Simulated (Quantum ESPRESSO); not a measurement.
# How biaxial strain moves the moments of Co

Aim: follow moments and order energies of Co with biaxial strain.

Main program and level: Quantum ESPRESSO 7.5; PBE; plane waves with GBRV 1.5 PBE potentials, no spin-orbit coupling.

## 1. Set-up

It takes space group P6_3/mmc (No. 194, hexagonal). Conventional cell: a = 2.507 Å, b = 2.507 Å, c = 4.070 Å, α = 90.00°, β = 90.00°, γ = 120.00°. Nearest to Co lie 12 Co at 2.50 to 2.51 Å.

The lattice constants were typed from memory of published values and not checked against a source.

## 2. Biaxial 0.94, ferro ++

Lengths in the Cartesian xy plane scale by the factor; z is kept. Atoms keep their fractional places. Seeded atoms are those given a starting moment.

pw.in

```
&CONTROL
  calculation = 'scf'
  prefix = 'pwscf'
  outdir = './tmp'
  pseudo_dir = './pseudo'
  disk_io = 'nowf'
  tprnfor = .true.
  tstress = .true.
/
&SYSTEM
  ibrav = 0
  celldm(1) = 8
  nat = 2
  ntyp = 1
  ecutwfc = 40
  ecutrho = 280
  nbnd = 26
  occupations = 'smearing'
  smearing = 'fd'
  degauss = 0.00367493
  nspin = 2
  starting_magnetization(1) = 0.1176
/
&ELECTRONS
  conv_thr = 4d-09
  electron_maxstep = 150
  mixing_beta = 0.3
/
ATOMIC_SPECIES
Co     58.9332 co_pbe_v1.2.uspp.F.UPF
CELL_PARAMETERS alat
   0.5566613488463    0.0000000000000    0.0000000000000
  -0.2783306744232    0.4820829388414    0.0000000000000
   0.0000000000000    0.0000000000000    0.9613981659034
ATOMIC_POSITIONS crystal
Co      0.3333333300    0.6666666700    0.2500000000
Co      0.6666666700    0.3333333300    0.7500000000
K_POINTS automatic
18 18 10 0 0 0
```

Command:

```
$ OMP_NUM_THREADS=1 mpirun -n 4 pw.x -nk 4 -in pw.in > pw.out
```

The program printed:

```text
Program PWSCF v.7.5 starts

     Message from routine setup:
     using ibrav=0 with symmetry is DISCOURAGED, use correct ibrav instead

     K-points division:     npool     =       4
     Subspace diagonalization in iterative solution of the eigenvalue problem:

     bravais-lattice index     =            0
     lattice parameter (alat)  =       8.0000  a.u.
     unit-cell volume          =     132.0949 (a.u.)^3
     number of atoms/cell      =            2
     number of atomic types    =            1
     number of electrons       =        34.00
     number of Kohn-Sham states=           26
     kinetic-energy cutoff     =      40.0000  Ry
     charge density cutoff     =     280.0000  Ry
     scf convergence threshold =      4.0E-09
     mixing beta               =       0.3000
     number of iterations used =            8  plain     mixing
     Exchange-correlation= SLA  PW   PBE  PBE
                           (   1   4   3   4   0   0   0)

     celldm(1)=   8.000000  celldm(2)=   0.000000  celldm(3)=   0.000000
     celldm(4)=   0.000000  celldm(5)=   0.000000  celldm(6)=   0.000000

     crystal axes: (cart. coord. in units of alat)
               a(1) = (   0.556661   0.000000   0.000000 )
               a(2) = (  -0.278331   0.482083   0.000000 )
               a(3) = (   0.000000   0.000000   0.961398 )

     reciprocal axes: (cart. coord. in units 2 pi/alat)
               b(1) = (  1.796424  1.037166 -0.000000 )
               b(2) = (  0.000000  2.074332  0.000000 )
               b(3) = (  0.000000 -0.000000  1.040152 )

     PseudoPot. # 1 for Co read from file:
     co_pbe_v1.2.uspp.F.UPF
     Pseudo is Ultrasoft + core correction, Zval = 17.0

     atomic species   valence    mass     pseudopotential
     Co               17.00    58.93320     Co( 1.00)

     Starting magnetic structure
     atomic species   magnetization
     Co              0.118

     24 Sym. Ops., with inversion, found (12 have fractional translation)

   Cartesian axes

     site n.     atom                  positions (alat units)
         1        Co     tau(   1) = (  -0.0000000   0.3213886   0.2403495  )
         2        Co     tau(   2) = (   0.2783307   0.1606943   0.7210486  )

     number of k points=   222  Fermi-Dirac smearing, width (Ry)=  0.0037

     Number of k-points >= 100: set verbosity='high' to print them.

     Dense  grid:    10439 G-vectors     FFT dimensions: (  24,  24,  48)

     Smooth grid:     4453 G-vectors     FFT dimensions: (  18,  18,  32)

     Check: negative core charge=   -0.000058
     Generating pointlists ...
     new r_m :   0.2296 (alat units)  1.8370 (a.u.) for type    1

     Initial potential from superposition of free atoms

     starting charge      32.0000, renormalised to      34.0000
     Starting wfcs are   26 randomized atomic wfcs

     Self-consistent Calculation

     iteration #  1     ecut=    40.00 Ry     beta= 0.30
     Davidson diagonalization with overlap
     ethr =  1.00E-02,  avg # of iterations =  4.5

     total energy              =    -594.37571401 Ry
     estimated scf accuracy    <      12.76003715 Ry

     total magnetization       =     2.06 Bohr mag/cell
     absolute magnetization    =     2.10 Bohr mag/cell

     iteration #  2     ecut=    40.00 Ry     beta= 0.30
     Davidson diagonalization with overlap
     ethr =  1.00E-02,  avg # of iterations =  2.0

     total energy              =    -596.91843022 Ry
     estimated scf accuracy    <       0.22641123 Ry

     total magnetization       =     3.12 Bohr mag/cell
     absolute magnetization    =     3.25 Bohr mag/cell

     [... further iterations left out ...]

     iteration # 10     ecut=    40.00 Ry     beta= 0.30
     Davidson diagonalization with overlap
     ethr =  1.98E-09,  avg # of iterations =  1.5

     total energy              =    -596.96010986 Ry
     estimated scf accuracy    <          8.5E-09 Ry

     total magnetization       =     3.20 Bohr mag/cell
     absolute magnetization    =     3.49 Bohr mag/cell

     iteration # 11     ecut=    40.00 Ry     beta= 0.30
     Davidson diagonalization with overlap
     ethr =  2.50E-11,  avg # of iterations =  2.0

     Magnetic moment per site  (integrated on atomic sphere of radius R)
     atom   1 (R=0.230)  charge= 15.4169  magn=  1.6662
     atom   2 (R=0.230)  charge= 15.4169  magn=  1.6662

     End of self-consistent calculation

     Number of k-points >= 100: set verbosity='high' to print the bands.

     the Fermi energy is    20.9451 ev

!    total energy              =    -596.96010992 Ry
     estimated scf accuracy    <          1.3E-09 Ry
     smearing contrib. (-TS)   =      -0.00102795 Ry
     internal energy E=F+TS    =    -596.95908197 Ry

     The total energy is F=E-TS. E is the sum of the following terms:
     one-electron contribution =    -287.13201945 Ry
     hartree contribution      =     168.50136823 Ry
     xc contribution           =     -65.52957056 Ry
     ewald contribution        =    -412.79886019 Ry

     total magnetization       =     3.20 Bohr mag/cell
     absolute magnetization    =     3.49 Bohr mag/cell

     convergence has been achieved in  11 iterations

     Forces acting on atoms (cartesian axes, Ry/au):

     atom    1 type  1   force =     0.00000000    0.00000000    0.00000000
     atom    2 type  1   force =     0.00000000   -0.00000000    0.00000000

     Total force =     0.000000     Total SCF correction =     0.000000

     Computing stress (Cartesian axis) and pressure

          total   stress  (Ry/bohr**3)                   (kbar)     P=      304.86
   0.00272025   0.00000000   0.00000000          400.16        0.00        0.00
   0.00000000   0.00272025   0.00000000            0.00      400.16        0.00
   0.00000000   0.00000000   0.00077662            0.00        0.00      114.24

=------------------------------------------------------------------------------=
   JOB DONE.
=------------------------------------------------------------------------------=
```

It took 14 s on 4 MPI ranks of Intel Xeon 6975P-C (Granite Rapids), shared host; peak memory 0.36 GiB.

Spin moment in the atom's sphere by atom:

| atom | spin moment in the atom's sphere (μB) |
| --- | --- |
| Co1 | 1.67 |
| Co2 | 1.67 |

Numbers from this step:

| Property | Result |
| --- | --- |
| smearing term TS | 0.01399 eV |
| pressure | 30.49 GPa |
| magnetization | 3.195 μB |
| absolute magnetization | 3.487 μB |
| final state | ferromagnetic |

## 3. Biaxial 0.94, no spin polarisation

pw.in: that of step 2 with these lines changed.

```diff
@@ -16,3 +16,3 @@
   ecutrho = 280
-  nbnd = 26
+  nbnd = 24
   occupations = 'smearing'
@@ -20,4 +20,2 @@
   degauss = 0.00367493
-  nspin = 2
-  starting_magnetization(1) = 0.1176
 /
```

The program printed:

```text
     [... lines left out ...]
Program PWSCF v.7.5 starts
     [... lines left out ...]
     number of atoms/cell      =            2
     [... lines left out ...]
     number of electrons       =        34.00
     number of Kohn-Sham states=           24
     kinetic-energy cutoff     =      40.0000  Ry
     charge density cutoff     =     280.0000  Ry
     scf convergence threshold =      4.0E-09
     [... lines left out ...]
     24 Sym. Ops., with inversion, found (12 have fractional translation)
     [... lines left out ...]
     number of k points=   222  Fermi-Dirac smearing, width (Ry)=  0.0037
     [... lines left out ...]
     iteration # 10     ecut=    40.00 Ry     beta= 0.30
     [... lines left out ...]
     the Fermi energy is    20.8576 ev
!    total energy              =    -596.93230228 Ry
     estimated scf accuracy    <          2.2E-09 Ry
     smearing contrib. (-TS)   =      -0.00303896 Ry
     [... lines left out ...]
     convergence has been achieved in  10 iterations
     [... lines left out ...]
     Total force =     0.000000     Total SCF correction =     0.000000
     [... lines left out ...]
          total   stress  (Ry/bohr**3)                   (kbar)     P=      164.11
     [... lines left out ...]
```

Run time: 7.2 s. Hardware: 4 MPI ranks; peak memory 0.29 GiB.

This step gave:

```
smearing term TS : 0.04135 eV
pressure         : 16.41 GPa
final state      : non-magnetic (no spin polarisation)
```

## 4. Biaxial 1.06, ferro ++

pw.in: that of step 3 with these lines changed.

```diff
@@ -16,3 +16,3 @@
   ecutrho = 280
-  nbnd = 24
+  nbnd = 26
   occupations = 'smearing'
@@ -20,2 +20,4 @@
   degauss = 0.00367493
+  nspin = 2
+  starting_magnetization(1) = 0.1176
 /
@@ -29,4 +31,4 @@
 CELL_PARAMETERS alat
-   0.5566613488463    0.0000000000000    0.0000000000000
-  -0.2783306744232    0.4820829388414    0.0000000000000
+   0.6277244997629    0.0000000000000    0.0000000000000
+  -0.3138622498814    0.5436254416722    0.0000000000000
    0.0000000000000    0.0000000000000    0.9613981659034
```

The program printed:

```text
     [... lines left out ...]
Program PWSCF v.7.5 starts
     [... lines left out ...]
     number of atoms/cell      =            2
     [... lines left out ...]
     number of electrons       =        34.00
     number of Kohn-Sham states=           26
     kinetic-energy cutoff     =      40.0000  Ry
     charge density cutoff     =     280.0000  Ry
     scf convergence threshold =      4.0E-09
     [... lines left out ...]
     24 Sym. Ops., with inversion, found (12 have fractional translation)
     [... lines left out ...]
     number of k points=   222  Fermi-Dirac smearing, width (Ry)=  0.0037
     [... lines left out ...]
     iteration # 11     ecut=    40.00 Ry     beta= 0.30
     [... lines left out ...]
     Magnetic moment per site  (integrated on atomic sphere of radius R)
     atom   1 (R=0.248)  charge= 15.5934  magn=  1.8321
     atom   2 (R=0.248)  charge= 15.5934  magn=  1.8321
     [... lines left out ...]
     the Fermi energy is    15.6471 ev
!    total energy              =    -596.95936922 Ry
     estimated scf accuracy    <          2.4E-09 Ry
     smearing contrib. (-TS)   =      -0.00123377 Ry
     [... lines left out ...]
     total magnetization       =     3.46 Bohr mag/cell
     absolute magnetization    =     3.91 Bohr mag/cell
     convergence has been achieved in  11 iterations
     [... lines left out ...]
     Total force =     0.000000     Total SCF correction =     0.000000
     [... lines left out ...]
          total   stress  (Ry/bohr**3)                   (kbar)     P=     -202.39
     [... lines left out ...]
```

The job ended after 20 s (4 MPI ranks; peak memory 0.4 GiB).

Numbers from this step:

- smearing term TS: 0.01679 eV
- pressure: -20.24 GPa
- magnetization: 3.46 μB
- absolute magnetization: 3.907 μB
- final state: ferromagnetic
- largest moment: 1.832 μB

## 5. All points

The runs not shown differ from these in the moved quantity alone.

States, by row:

| biaxial | ferro ++ | no spin polarisation |
| --- | --- | --- |
| 0.94 | ferromagnetic | non-magnetic |
| 0.955 | ferromagnetic | non-magnetic |
| 0.97 | ferromagnetic | non-magnetic |
| 0.985 | ferromagnetic | non-magnetic |
| 1 | ferromagnetic | non-magnetic |
| 1.015 | ferromagnetic | non-magnetic |
| 1.03 | ferromagnetic | non-magnetic |
| 1.045 | ferromagnetic | non-magnetic |
| 1.06 | ferromagnetic | non-magnetic |

Table of largest site moment, ferro ++ by biaxial:

| biaxial (factor) | largest site moment, ferro ++ (μB) |
| --- | --- |
| 0.9400 | 1.67 |
| 0.9550 | 1.68 |
| 0.9700 | 1.69 |
| 0.9850 | 1.71 |
| 1.0000 | 1.73 |
| 1.0150 | 1.77 |
| 1.0300 | 1.80 |
| 1.0450 | 1.82 |
| 1.0600 | 1.83 |

Table of energy less that of the parallel start, no spin polarisation by biaxial:

| biaxial (factor) | energy less that of the parallel start, no spin polarisation (meV a seeded atom) |
| --- | --- |
| 0.9400 | 189 |
| 0.9550 | 218 |
| 0.9700 | 245 |
| 0.9850 | 269 |
| 1.0000 | 292 |
| 1.0150 | 315 |
| 1.0300 | 337 |
| 1.0450 | 357 |
| 1.0600 | 377 |

The energy over the lowest by biaxial; values in meV an atom:

| biaxial (factor) | ferro ++ | no spin polarisation |
| --- | --- | --- |
| 0.9400 | 122 | 311 |
| 0.9550 | 57.7 | 276 |
| 0.9700 | 18.0 | 263 |
| 0.9850 | 0 | 269 |
| 1.0000 | 0.0531 | 292 |
| 1.0150 | 14.7 | 329 |
| 1.0300 | 41.9 | 378 |
| 1.0450 | 79.9 | 437 |
| 1.0600 | 127 | 504 |

## 6. Summary of results

```json
{
  "moment, parallel start": "1.67 to 1.83 μB",
  "states met from these starts": "ferromagnetic"
}
```

**Reading.** The moment of the parallel start goes from 1.67 μB at 0.94 to 1.83 μB at 1.06. The net moment of the cell goes from 3.19 to 3.46 μB. The radius of the spheres follows the nearest distance, so part of the change of the site moments is the spheres'. Only a parallel start was run beside the spinless one, so opposed or spiral orders, which may lie lower, are not probed.

[Logs and program files are shortened in this print: banners, set-up blocks, solver, clock and traceback lines can be left out without a mark of their own.]

[Logs are printed without paths, hosts, clocks, repeated set-up lines and the standing remarks that a program may print on its own settings, such as how far it seeks lower states.]

[Hosts, paths, dates, database ids (printed as entryN), source tags and the programs' standing remarks are cut or masked in the printed files.]

[Where a cell is said to come from a database of computed structures, the database is the Materials Project.]
